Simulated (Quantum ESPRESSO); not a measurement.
# Mn2Ga2S5: which magnetic order is lowest, part 2 of 2

Wanted: the moments of Mn2Ga2S5 and the energy of each order that was tried.

Quantum ESPRESSO 7.5; PBEsol; plane waves with GBRV 1.5 PBEsol potentials, no spin-orbit coupling.

So far, absolute magnetization (μB): step 2 (run 1, typed as ferro ++) 9.47.

### 3. Start 2: antiferro +−

pw.in

```
&CONTROL
  calculation = 'scf'
  prefix = 'pwscf'
  outdir = './tmp'
  pseudo_dir = './pseudo'
  disk_io = 'nowf'
/
&SYSTEM
  ibrav = 0
  celldm(1) = 8
  nat = 9
  ntyp = 4
  ecutwfc = 40
  ecutrho = 280
  nbnd = 63
  occupations = 'smearing'
  smearing = 'fd'
  degauss = 0.00367493
  nspin = 2
  starting_magnetization(1) = 0.3
  starting_magnetization(2) = -0.3
  starting_magnetization(3) = 0
  starting_magnetization(4) = 0
/
&ELECTRONS
  conv_thr = 1.8d-08
  electron_maxstep = 150
  mixing_beta = 0.3
/
ATOMIC_SPECIES
Mn1    54.9380 mn_pbesol_v1.5.uspp.F.UPF
Mn2    54.9380 mn_pbesol_v1.5.uspp.F.UPF
Ga     69.7230 ga_pbesol_v1.4.uspp.F.UPF
S      32.0600 s_pbesol_v1.4.uspp.F.UPF
CELL_PARAMETERS alat
   0.8806016239197    0.0000000000000    0.0000000000000
  -0.4403008119717    0.7626233769333    0.0000000000000
   0.0000000000000    0.0000000000000    3.6220040480000
ATOMIC_POSITIONS crystal
Mn1     0.3333333300    0.6666666700    0.4018990000
Mn2     0.6666666700    0.3333333300    0.5981010000
Ga      0.3333333300    0.6666666700    0.8286040000
Ga      0.6666666700    0.3333333300    0.1713960000
S       0.0000000000    0.0000000000    0.5000000000
S       0.3333333300    0.6666666700    0.6831100000
S       0.6666666700    0.3333333300    0.3168900000
S       0.3333333300    0.6666666700    0.1058920000
S       0.6666666700    0.3333333300    0.8941080000
K_POINTS automatic
6 6 2 0 0 0
```

On the command line:

```sh
> OMP_NUM_THREADS=1 mpirun -n 4 pw.x -nk 4 -in pw.in > pw.out
```

The log of the run:

```text
[banner, memory and clock lines left out]
Program PWSCF v.7.5 starts

     Message from routine setup:
     using ibrav=0 with symmetry is DISCOURAGED, use correct ibrav instead

     bravais-lattice index     =            0
     lattice parameter (alat)  =       8.0000  a.u.
     unit-cell volume          =    1245.3989 (a.u.)^3
     number of atoms/cell      =            9
     number of atomic types    =            4
     number of electrons       =        98.00
     number of Kohn-Sham states=           63
     kinetic-energy cutoff     =      40.0000  Ry
     charge density cutoff     =     280.0000  Ry
     scf convergence threshold =      1.8E-08
     mixing beta               =       0.3000
     number of iterations used =            8  plain     mixing
     Exchange-correlation= SLA  PW   PSX  PSC
                           (   1   4  10   8   0   0   0)

     celldm(1)=   8.000000  celldm(2)=   0.000000  celldm(3)=   0.000000
     celldm(4)=   0.000000  celldm(5)=   0.000000  celldm(6)=   0.000000

     crystal axes: (cart. coord. in units of alat)
               a(1) = (   0.880602   0.000000   0.000000 )
               a(2) = (  -0.440301   0.762623   0.000000 )
               a(3) = (   0.000000   0.000000   3.622004 )

     reciprocal axes: (cart. coord. in units 2 pi/alat)
               b(1) = (  1.135587  0.655632 -0.000000 )
               b(2) = (  0.000000  1.311263  0.000000 )
               b(3) = (  0.000000 -0.000000  0.276090 )

     PseudoPot. # 1 for Mn read from file:
     mn_pbesol_v1.5.uspp.F.UPF
     Pseudo is Ultrasoft + core correction, Zval = 15.0

     PseudoPot. # 2 for Mn read from file:
     mn_pbesol_v1.5.uspp.F.UPF
     Pseudo is Ultrasoft + core correction, Zval = 15.0

     PseudoPot. # 3 for Ga read from file:
     ga_pbesol_v1.4.uspp.F.UPF
     Pseudo is Ultrasoft + core correction, Zval = 19.0

     PseudoPot. # 4 for S  read from file:
     s_pbesol_v1.4.uspp.F.UPF
     Pseudo is Ultrasoft + core correction, Zval =  6.0

     atomic species   valence    mass     pseudopotential
     Mn1              15.00    54.93800     Mn( 1.00)
     Mn2              15.00    54.93800     Mn( 1.00)
     Ga               19.00    69.72300     Ga( 1.00)
     S                 6.00    32.06000     S ( 1.00)

     Starting magnetic structure
     atomic species   magnetization
     Mn1             0.300
     Mn2            -0.300
     Ga              0.000
     S               0.000

      6 Sym. Ops. (no inversion) found

   Cartesian axes

     site n.     atom                  positions (alat units)
         1        Mn1    tau(   1) = (  -0.0000000   0.5084156   1.4556798  )
         2        Mn2    tau(   2) = (   0.4403008   0.2542078   2.1663242  )
         3        Ga     tau(   3) = (  -0.0000000   0.5084156   3.0012070  )
         4        Ga     tau(   4) = (   0.4403008   0.2542078   0.6207970  )
         5        S      tau(   5) = (   0.0000000   0.0000000   1.8110020  )
         6        S      tau(   6) = (  -0.0000000   0.5084156   2.4742272  )
         7        S      tau(   7) = (   0.4403008   0.2542078   1.1477769  )
         8        S      tau(   8) = (  -0.0000000   0.5084156   0.3835413  )
         9        S      tau(   9) = (   0.4403008   0.2542078   3.2384628  )

     number of k points=    14  Fermi-Dirac smearing, width (Ry)=  0.0037
                       cart. coord. in units 2pi/alat
        k(    1) = (   0.0000000   0.0000000   0.0000000), wk =   0.0138889
        k(    2) = (   0.0000000   0.0000000  -0.1380451), wk =   0.0138889
        k(    3) = (   0.0000000   0.2185439   0.0000000), wk =   0.0833333
        k(    4) = (   0.0000000   0.2185439  -0.1380451), wk =   0.0833333
        k(    5) = (   0.0000000   0.4370877   0.0000000), wk =   0.0833333
        [... 9 further k-points ...]

     Dense  grid:    98717 G-vectors     FFT dimensions: (  40,  40, 160)

     Smooth grid:    42543 G-vectors     FFT dimensions: (  30,  30, 120)

     Check: negative core charge=   -0.000018
     Generating pointlists ...
     new r_m :   0.2452 (alat units)  1.9615 (a.u.) for type    1
     new r_m :   0.2452 (alat units)  1.9615 (a.u.) for type    2
     new r_m :   0.2174 (alat units)  1.7390 (a.u.) for type    3
     new r_m :   0.2174 (alat units)  1.7390 (a.u.) for type    4

     Initial potential from superposition of free atoms

     starting charge      94.9997, renormalised to      98.0000
     Starting wfcs are   70 randomized atomic wfcs

     Self-consistent Calculation

     iteration #  1     ecut=    40.00 Ry     beta= 0.30
     Davidson diagonalization with overlap
     ethr =  1.00E-02,  avg # of iterations =  9.1

     total energy              =   -1325.70567954 Ry
     estimated scf accuracy    <     103.34577419 Ry

     total magnetization       =    -0.00 Bohr mag/cell
     absolute magnetization    =     1.34 Bohr mag/cell

     iteration #  2     ecut=    40.00 Ry     beta= 0.30
     Davidson diagonalization with overlap
     ethr =  1.00E-02,  avg # of iterations =  9.0

     total energy              =   -1323.79201926 Ry
     estimated scf accuracy    <    1992.69275764 Ry

     total magnetization       =    -0.02 Bohr mag/cell
     absolute magnetization    =     0.96 Bohr mag/cell

     [... further iterations left out ...]

     iteration # 18     ecut=    40.00 Ry     beta= 0.30
     Davidson diagonalization with overlap
     ethr =  4.15E-11,  avg # of iterations =  3.8

     total energy              =   -1372.58238551 Ry
     estimated scf accuracy    <       0.00000002 Ry

     total magnetization       =    -0.00 Bohr mag/cell
     absolute magnetization    =     9.35 Bohr mag/cell

     iteration # 19     ecut=    40.00 Ry     beta= 0.30
     Davidson diagonalization with overlap
     ethr =  2.31E-11,  avg # of iterations =  2.0

     Magnetic moment per site  (integrated on atomic sphere of radius R)
     atom   1 (R=0.245)  charge= 13.0744  magn=  4.1225
     atom   2 (R=0.245)  charge= 13.0744  magn= -4.1225
     atom   3 (R=0.217)  charge= 16.5674  magn= -0.0135
     atom   4 (R=0.217)  charge= 16.5674  magn=  0.0135
     atom   5 (R=0.217)  charge=  3.5814  magn= -0.0000
     atom   6 (R=0.217)  charge=  3.6134  magn= -0.0706
     atom   7 (R=0.217)  charge=  3.6134  magn=  0.0706
     atom   8 (R=0.217)  charge=  3.5652  magn=  0.0192
     atom   9 (R=0.217)  charge=  3.5652  magn= -0.0192

     End of self-consistent calculation

     [... lines left out ...]
     the Fermi energy is     7.9367 ev

!    total energy              =   -1372.58238551 Ry
     estimated scf accuracy    <          3.4E-09 Ry
     smearing contrib. (-TS)   =      -0.00034263 Ry
     internal energy E=F+TS    =   -1372.58204289 Ry

     The total energy is F=E-TS. E is the sum of the following terms:
     one-electron contribution =   -1194.72051272 Ry
     hartree contribution      =     628.71050783 Ry
     xc contribution           =    -190.67852158 Ry
     ewald contribution        =    -615.89351642 Ry

     total magnetization       =     0.00 Bohr mag/cell
     absolute magnetization    =     9.35 Bohr mag/cell

     convergence has been achieved in  19 iterations
```

It took 2.3 min on 4 MPI ranks of Arm Neoverse V1, shared host; peak memory 0.93 GiB; 9.1 min of CPU time.

Spin moment in the atom's sphere by atom:

| atom | spin moment in the atom's sphere (μB) |
| --- | --- |
| Mn1 | 4.12 |
| Mn2 | -4.12 |
| Ga3 | -0.01 |
| Ga4 | 0.01 |
| S5 | 0.00 |
| S6 | -0.07 |
| S7 | 0.07 |
| S8 | 0.02 |
| S9 | -0.02 |

Read from the output:

- smearing term TS: 0.004662 eV
- magnetization: 0 μB
- absolute magnetization: 9.35 μB
- final state: antiferromagnetic

Spin density in the ac plane at fractional y = 0.333, with atoms of Mn and Ga and S within 0.2 Å of it.

Values in e/Å³, 24 rows by 14 columns, each cell a mean:
```
 0.0  0.0  0.0  0.0  0.0  0.0  0.0  0.0  0.0  0.0  0.0  0.0  0.0  0.0
 0.0  0.0  0.0  0.0  0.0  0.0  0.0  0.0  0.0  0.0  0.0  0.0  0.0  0.0
 0.0  0.0  0.0  0.0  0.0  0.0  0.0  0.0  0.0  0.0  0.0  0.0  0.0  0.0
 0.0  0.0  0.0  0.0  0.0  0.0  0.0  0.0  0.0  0.0  0.0  0.0  0.0  0.0
 0.0  0.0  0.0  0.0  0.0  0.0  0.0  0.0  0.0  0.0  0.0  0.0  0.0  0.0
 0.0  0.0  0.0  0.0  0.0  0.0  0.0  0.0  0.0  0.0  0.0  0.0  0.0  0.0
 0.0  0.0  0.0  0.0  0.0  0.0  0.0  0.0  0.0  0.0  0.0  0.0  0.0  0.0
 0.0  0.0  0.0  0.0  0.0  0.0  0.0  0.0 -0.1 -0.1 -0.1  0.0  0.0  0.0
 0.0  0.0  0.0  0.0  0.0  0.0 -0.1 -0.4 -0.8 -1.4 -1.1 -0.5 -0.2 -0.1
 0.0  0.0  0.0  0.0  0.0 -0.1 -0.3 -1.3 -3.8 -5.9 -4.9 -2.1 -0.5 -0.2
 0.0  0.0  0.0  0.0  0.0  0.0 -0.1 -0.4 -0.9 -1.4 -1.1 -0.5 -0.2 -0.1
 0.0  0.0  0.0  0.0  0.0  0.0  0.0  0.0 -0.1 -0.1 -0.1  0.0  0.0  0.0
 0.0  0.0  0.0  0.0  0.0  0.0  0.0  0.0  0.0  0.0  0.0  0.0  0.0  0.0
 0.0  0.0  0.1  0.0  0.0  0.0  0.0  0.0  0.0  0.0  0.0  0.0  0.0  0.0
 0.0  0.1  0.1  0.1  0.1  0.0  0.0  0.0  0.0  0.0  0.0  0.0  0.0  0.0
 0.0  0.0  0.0  0.0  0.0  0.0  0.0  0.0  0.0  0.0  0.0  0.0  0.0  0.0
 0.0  0.0  0.0  0.0  0.0  0.0  0.0  0.0  0.0  0.0  0.0  0.0  0.0  0.0
 0.0  0.0  0.0  0.0  0.0  0.0  0.0  0.0  0.0  0.0  0.0  0.0  0.0  0.0
 0.0  0.0  0.0  0.0  0.0  0.0  0.0  0.0  0.0  0.0  0.0  0.0  0.0  0.0
 0.0  0.0  0.0  0.0  0.0  0.0  0.0  0.0  0.0  0.0  0.0  0.0  0.0  0.0
 0.0  0.0  0.0  0.0  0.0  0.0  0.0  0.0  0.0  0.0  0.0  0.0  0.0  0.0
 0.0  0.0  0.0  0.0  0.0  0.0  0.0  0.0  0.0  0.0  0.0  0.0  0.0  0.0
 0.0  0.0  0.0  0.0  0.0  0.0  0.0  0.0  0.0  0.0  0.0  0.0  0.0  0.0
 0.0  0.0  0.0  0.0  0.0  0.0  0.0  0.0  0.0  0.0  0.0  0.0  0.0  0.0
```
Columns run along a (3.7 Å), rows up along c (15.3 Å). Atoms in or near the plane, at fractional coordinates: Mn at (0.67, 0.60), Ga at (0.67, 0.17), S at (0.67, 0.32), S at (0.67, 0.89).

Valence density in the ac plane at fractional y = 0.333, with atoms of Mn and Ga and S within 0.2 Å of it. It is the smooth field of the valence electrons, not physical close to the nuclei.

Values in e/Å³, 24 rows by 14 columns, each cell a mean:
```
 0  0  0  0  0  0  0  0  0  0  0  0  0  0
 0  0  0  0  0  0  0  1  1  1  1  1  1  0
 0  0  0  0  0  0  1  1  1  1  1  1  1  1
 0  0  0  0  0  0  0  1  1  1  1  1  1  0
 0  0  0  0  0  0  0  0  0  0  0  0  0  0
 0  0  0  0  0  0  0  0  0  0  0  0  0  0
 0  0  0  0  0  0  0  0  0  0  0  0  0  0
 0  0  0  0  0  0  0  0  0  0  0  0  0  0
 0  0  0  0  0  0  0  1  3  5  4  1  0  0
 0  0  0  0  0  0  1  5 14 16 16  8  1  0
 0  0  0  0  0  0  0  1  3  5  4  2  0  0
 0  0  0  0  0  0  0  0  0  0  0  0  0  0
 0  0  0  0  0  0  0  0  0  0  0  0  0  0
 0  0  0  0  0  0  0  0  0  0  0  0  0  0
 0  0  0  0  0  0  0  0  0  0  0  0  0  0
 0  0  0  0  0  0  1  1  1  1  1  1  1  0
 0  0  0  0  0  0  1  1  1  1  1  1  1  0
 0  0  0  0  0  0  0  1  1  1  1  1  0  0
 0  0  0  0  0  0  0  1  1  2  2  1  0  0
 0  0  0  0  0  0  1  4 20 47 32  7  1  0
 0  0  0  0  0  0  0  2  7 15 10  3  1  0
 0  0  0  0  0  0  0  0  0  0  0  0  0  0
 0  0  0  0  0  0  0  0  0  0  0  0  0  0
 0  0  0  0  0  0  0  0  0  0  0  0  0  0
```
Columns run along a (3.7 Å), rows up along c (15.3 Å). Atoms in or near the plane, at fractional coordinates: Mn at (0.67, 0.60), Ga at (0.67, 0.17), S at (0.67, 0.32), S at (0.67, 0.89).

### 4. Ranking

An order is kept where moments of 0.15 μB or more survive with the typed signs; meshes match where a doubled cell samples the same k points as the first cell.

Orders:

| start | final state | typed order kept | energy over the lowest (meV a seeded atom) | largest site moment (μB) | net moment (μB a cell of the first run) | mesh matched | CPU time (s) |
| --- | --- | --- | --- | --- | --- | --- | --- |
| ferro ++ | ferromagnetic | yes | 49.88 | 4.1 | 9.46 | yes | 511.8 |
| antiferro +- | antiferromagnetic | yes | 0 | 4.123 | 0 | yes | 543.3 |

### 5. Results

```json
{"lowest state found": "antiferromagnetic (from antiferro +-)", "largest site moment": "4.12 μB", "next state with moments": "ferromagnetic, 49.9 meV a seeded atom higher"}
```

**Reading.** This is the lowest of 2 collinear or spinless starts, no proof of the ground state. No Hubbard term acts here. In such compounds local and semilocal functionals without one often delocalise the d electrons, and can shrink or lose moments and miss the size, sign and order of the couplings.

[Logs and program files are shortened in this print: banners, set-up blocks, solver, clock and traceback lines can be left out without a mark of their own.]

[Logs are printed without paths, hosts, clocks, repeated set-up lines and the standing remarks that a program may print on its own settings, such as how far it seeks lower states.]

[Hosts, paths, dates, database ids (printed as entryN), source tags and the programs' standing remarks are cut or masked in the printed files.]

[Where a cell is said to come from a database of computed structures, the database is the Materials Project.]
